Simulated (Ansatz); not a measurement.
# A hypothetical structure for Sc2Ag3, part 2 of 2

This structure for Sc2Ag3 is made up. Its elements were placed in a known structure type with a cell scaled to their sizes. What cell does the guess relax to, and how far off was it?

Ansatz 0.2.0; DFT, PBEsol, plane-wave PAW, files of the set soft_1, scalar-relativistic, no spin, cell and ions relaxed at zero pressure; PAW set soft_1 (the session's first sound run).

So far: Starting point; Relaxing cell and atoms.

**2. Relaxing cell and atoms (continued)**

Shortest distances by pair of elements, guess and relaxed (not always the same contact):

| pair | guess (Å) | relaxed (Å) |
| --- | --- | --- |
| Ag–Sc | 2.787 | 2.762 |
| Ag–Ag | 2.838 | 2.828 |
| Sc–Sc | 3.303 | 3.370 |

The relaxation ends with a largest force component of 0.0019 eV/Å and a pressure of 0.00 GPa.

**3. Bands of the relaxed cell**

With the geometry fixed, one more self-consistent run, with a narrower smearing and the mesh shown in its input, gives the bands, and its pressure, and its forces where symmetry allows any, show how far the geometry depends on these settings.

This step: DFT, PBEsol, plane-wave PAW, files of the set soft_1, scalar-relativistic, no spin, bands and density of states at the relaxed cell; PAW set soft_1 (Ansatz 0.2.0).

input.yaml

```yaml
crystal:
  lattice:
    - [4.5687495457, 0.0, 0.0]
    - [-2.2843747729, 3.9566531701, 0.0]
    - [0.0, 0.0, 5.7707480504]
  atoms:
    - { symbol: Ag, position: [0.0, 0.0, 0.0] }
    - { symbol: Ag, position: [0.3333333333, 0.6666666667, 0.1766176748] }
    - { symbol: Ag, position: [0.6666666667, 0.3333333333, 0.8233823252] }
    - { symbol: Sc, position: [0.3333333333, 0.6666666667, 0.681732129] }
    - { symbol: Sc, position: [0.6666666667, 0.3333333333, 0.318267871] }
kpoints:
  mp_grid: { grid: [8, 8, 6] }
  band_path:
    path:
      - [[0.0, 0.0, 0.0], [0.5, 0.0, 0.0], [0.33333333, 0.33333333, 0.0], [0.0, 0.0, 0.0], [0.0, 0.0, 0.5], [0.5, 0.0, 0.5], [0.33333333, 0.33333333, 0.5], [0.0, 0.0, 0.5]]
      - [[0.5, 0.0, 0.5], [0.5, 0.0, 0.0]]
      - [[0.33333333, 0.33333333, 0.0], [0.33333333, 0.33333333, 0.5]]
    npoints: 8
scf:
  occupations: { method: fermi_dirac, width: 0.03 }
  n_extra_bands: 9
hamiltonian:
  xc: pbesol
  pseudopotentials: { kind: paw, azcp: { folder: soft_1 }, xc_functional: pbe }
output:
  forces: true
  stress: true
  write_bands: true
  dos: { projected: true }
  write_density: true
  write_potential: true
  elf: true
  volumetric_format: npy
```

Command:

```bash
ansatz run input.yaml --threads 4 --pin off --max-ram 8192MiB --backend cpu --events-out ev --progress --plain --runs-dir out
```

Numbers of over 12 decimals in the logs are rounded to 6 here.

The program printed:

```text
[...]
Crystal: 5 atoms, lattice volume = 104.318 Å³
Basis set: ecut = 420 eV, 2065 PW (Γ), exchange–correlation on 64×64×80 points (8 copies of the dense FFT grid, shifted against one another)
Bands: 49, of which v1, the nominal top of the filled ones, is band 40 counted from 1 (39 counted from 0)
Symmetry: 12 space group operations
[...]
k-points: 50 of 384
[...]
SCF iter   1: F=—  HF=-26797.860243 eV  |F-HF|=—  |Δ(HF+E_count)|=         —  Δρ=1.96e-1  dr2=7.17e1  ethr=3.10e-3  ⟨swp⟩=3.7  Hψ=7068  notcnv=0
[...]
SCF iter  11: F=-26789.846866 eV  HF=-26789.846866 eV  |F-HF|=1.33e-8  |Δ(HF+E_count)|=   2.05e-7  Δρ=4.81e-6  dr2=2.48e-8  ethr=1.27e-10  ⟨swp⟩=12.8  Hψ=16538  notcnv=0
SCF 1 converged in 11 iterations: F = -26789.846866 eV  dr2 = 2.48e-8
[...]
NSCF: frozen V_eff on 75 k-points
SCF converged after 11 iterations
Free energy (F): -26789.846866 eV
[...]
Internal energy: -26789.832269 eV  (E = F + TS)
E sigma→0 (E₀):  -26789.839568 eV
Entropy (-TS):   -0.014598 eV (-2.920 meV/atom)
Fermi energy:    12.783725 eV
[...]
--- Forces (eV/Å), atoms counted from 1 ---
  atom   1  Ag     0.00000000     0.00000000     0.00000000
  atom   2  Ag     0.00000000     0.00000000    -0.00484398
  atom   3  Ag    -0.00000000    -0.00000000     0.00484398
  atom   4  Sc    -0.00000000    -0.00000000    -0.02008187
  atom   5  Sc     0.00000000     0.00000000     0.02008187
  max |Σ_I F_I| component: 9.25e-18 eV/Å
--- Stress (GPa, compression-positive) ---
       -0.026557       0.000000      -0.000000
        0.000000      -0.026557      -0.000000
        0.000000      -0.000000      -0.043448
  P = ⅓ Tr σ = -0.0322 GPa (-0.322 kbar)
--- Band table (eV; the first three rows and the last of 50) ---
  k-point 0: bands = [... 36 lower, 10.1178, 11.8475, 13.0722, 13.0722, 13.6116, 13.6116, 14.3259, 14.3259, ... 5 higher]
  k-point 1: bands = [... 36 lower, 9.7221, 12.0258, 13.0290, 13.0290, 13.4754, 13.4754, 14.3729, 14.3729, ... 5 higher]
  k-point 2: bands = [... 36 lower, 9.0006, 12.2784, 12.9520, 12.9520, 13.2491, 13.2491, 14.3719, 14.4886, ... 5 higher]
  k-point 49: bands = [... 36 lower, 10.1688, 10.9592, 11.3658, 11.5367, 12.5233, 13.3473, 14.1033, 14.1609, ... 5 higher]
```

Run time: 8.1 s. Hardware: 4 threads of Arm Neoverse V1, shared host; peak memory 0.59 GiB.

In the SCF lines HF is the Harris–Foulkes energy and dr2 the Hartree energy of the density residual, in eV; the loop may stop once dr2 is under the threshold and the program's other checks hold. Hψ counts applications of the Hamiltonian.

This step gave:

* free energy: -26789.8469 eV
* energy at zero smearing: -26789.8396 eV
* smearing term TS: 0.01460 eV
* pressure: -0.03219 GPa

From bands.tsv, the bands that come nearest the Fermi level along the path, at its corners, in eV from the Fermi level:

```tsv
point	band 36	band 37	band 38	band 39	band 40	band 41	band 42	band 43
Γ	-3.94	-2.67	-0.94	0.29	0.29	0.83	0.83	1.54
M	-3.82	-3.00	-0.97	0.14	0.26	0.37	0.53	1.02
K	-2.97	-2.97	-2.53	0.29	0.29	0.39	0.78	0.99
Γ	-3.94	-2.67	-0.94	0.29	0.29	0.83	0.83	1.54
A	-3.93	-3.93	-0.39	0.13	0.13	0.37	0.37	1.33
L	-3.54	-2.82	-1.83	-1.44	-0.15	-0.02	0.72	1.25
H	-2.44	-2.44	-2.38	-1.33	-1.33	-0.34	0.55	1.34
A	-3.93	-3.93	-0.39	0.13	0.13	0.37	0.37	1.33
L	-3.54	-2.82	-1.83	-1.44	-0.15	-0.02	0.72	1.25
M	-3.82	-3.00	-0.97	0.14	0.26	0.37	0.53	1.02
K	-2.97	-2.97	-2.53	0.29	0.29	0.39	0.78	0.99
H	-2.44	-2.44	-2.38	-1.33	-1.33	-0.34	0.55	1.34
```

Counts of states for the cell as run, both spins, by energy window (eV from the Fermi level):

```csv
from,to,total
-8,-7,0.00
-7,-6,3.24
-6,-5,15.03
-5,-4,11.32
-4,-3,2.66
-3,-2,1.71
-2,-1,2.00
-1,0,3.06
0,1,5.26
1,2,5.94
```

Below -8 eV lie 40.0 more states.

Valence density in the ac plane at fractional y = 0.333, with atoms of Ag and Sc within 0.2 Å of it. It is the smooth field of the valence electrons, not physical close to the nuclei.

Ten steps, logarithmic in the rise over the least value, from '_' (0 e/Å³) to '@' (19 e/Å³), each cell a mean:
```
..............--++++++--....
__________..::++##%%%%++--..
__________..--**%%@@@@##==..
__________..::++%%@@%%**--..
__________..::==**##**==::..
____________..::------::..__
______________..........____
________________......______
______________..::::::..____
______________::==++++--..__
____________..==######++::__
____________::++##%%##++::__
____....____..==**##**==::__
__........____..--====::..__
..........______......______
..........______......______
..........____..::::::....__
```
Columns run along a (4.6 Å), rows up along c (5.8 Å). Atoms in or near the plane, at fractional coordinates: Ag at (0.67, 0.82), Sc at (0.67, 0.32).

ELF in the ac plane at fractional y = 0.333, with atoms of Ag and Sc within 0.2 Å of it. It is the smooth field of the valence electrons, not physical close to the nuclei.

Values, 17 rows by 14 columns, each cell a mean:
```
0.24 0.23 0.23 0.23 0.24 0.23 0.20 0.25 0.36 0.41 0.38 0.28 0.21 0.22
0.25 0.25 0.25 0.25 0.26 0.23 0.23 0.36 0.50 0.58 0.54 0.40 0.25 0.22
0.26 0.24 0.21 0.22 0.25 0.25 0.27 0.42 0.61 0.79 0.68 0.46 0.30 0.24
0.26 0.16 0.12 0.14 0.22 0.28 0.29 0.40 0.55 0.69 0.61 0.44 0.31 0.28
0.23 0.10 0.07 0.09 0.19 0.31 0.30 0.33 0.41 0.46 0.43 0.34 0.30 0.33
0.20 0.08 0.05 0.07 0.17 0.34 0.37 0.31 0.29 0.30 0.29 0.29 0.35 0.38
0.20 0.08 0.05 0.07 0.16 0.35 0.46 0.42 0.35 0.32 0.33 0.40 0.46 0.41
0.21 0.13 0.10 0.12 0.19 0.29 0.34 0.30 0.26 0.24 0.25 0.29 0.34 0.32
0.24 0.26 0.26 0.26 0.25 0.20 0.12 0.12 0.24 0.33 0.28 0.14 0.11 0.17
0.28 0.38 0.41 0.39 0.32 0.15 0.09 0.30 0.59 0.66 0.63 0.39 0.11 0.10
0.29 0.40 0.40 0.40 0.33 0.14 0.19 0.57 0.58 0.34 0.49 0.64 0.28 0.10
0.29 0.34 0.32 0.33 0.31 0.16 0.22 0.60 0.50 0.16 0.36 0.66 0.32 0.12
0.29 0.28 0.25 0.27 0.29 0.19 0.15 0.46 0.63 0.54 0.60 0.55 0.20 0.14
0.27 0.23 0.21 0.22 0.26 0.23 0.12 0.18 0.46 0.60 0.53 0.24 0.11 0.20
0.25 0.21 0.19 0.20 0.24 0.26 0.20 0.12 0.12 0.16 0.14 0.11 0.17 0.25
0.24 0.21 0.20 0.20 0.23 0.26 0.26 0.22 0.20 0.19 0.19 0.21 0.25 0.27
0.24 0.22 0.21 0.21 0.23 0.25 0.24 0.22 0.25 0.27 0.26 0.23 0.23 0.25
```
Columns run along a (4.6 Å), rows up along c (5.8 Å). Atoms in or near the plane, at fractional coordinates: Ag at (0.67, 0.82), Sc at (0.67, 0.32).

Electrostatic potential energy in the ac plane at fractional y = 0.333, with atoms of Ag and Sc within 0.2 Å of it. With pseudopotentials it is smooth inside the atoms' cores, unlike the true potential.

Ten even steps from '0' (-34 eV) to '9' (15 eV), each cell a mean:
```
99999997444689
99999984344479
99999974476369
99999974464369
99999986433589
99999998766899
99999999999999
99999999989999
99999998767899
99999986322589
99999973000268
99999973000168
99999974100379
99999987534689
99999998878899
99999999989999
99999999888999
```
Columns run along a (4.6 Å; values clipped at the 3rd and 97th percentile), rows up along c (5.8 Å). Atoms in or near the plane, at fractional coordinates: Ag at (0.67, 0.82), Sc at (0.67, 0.32).

**4. Summary of results**

```yaml
space_group_relaxed: P-3m1
conventional_cell: a = 4.569, b = 4.569, c = 5.771 Å; α = 90.0°, β = 90.0°, γ = 120.0°
volume_per_atom: 20.86 Å³ (guess 20.85)
```

What this shows: Sc2Ag3 relaxes to P-3m1 with a = 4.569, b = 4.569 and c = 5.771 Å. The guessed volume was near the relaxed one. The space group P-3m1 was held in the relaxation, so the end point is a stationary structure within it and may be a saddle against distortions or other arrangements. Bands cross the Fermi level, so it is a metal or semimetal at this level. The electron count is odd, which forces that without spin polarisation or a larger cell. On the 8×8×6 mesh with the narrower smearing (relaxed on 7×7×5) the largest force component is 0.020 eV/Å and the largest stress component is 0.043 GPa, against the relaxation's thresholds of 0.015 eV/Å and 0.05 GPa. The cutoff wasn't tested. No dispersion term is used, so weakly bound directions may come out too long. The runs have no spin, and magnetism wasn't tested. Nothing here tests whether the compound is stable against decomposition.

[Logs are printed without paths, hosts, clocks, repeated set-up lines and the standing remarks that a program may print on its own settings, such as how far it seeks lower states.]

[Hosts, paths, dates, database ids (printed as entryN), source tags and the programs' standing remarks are cut or masked in the printed files.]
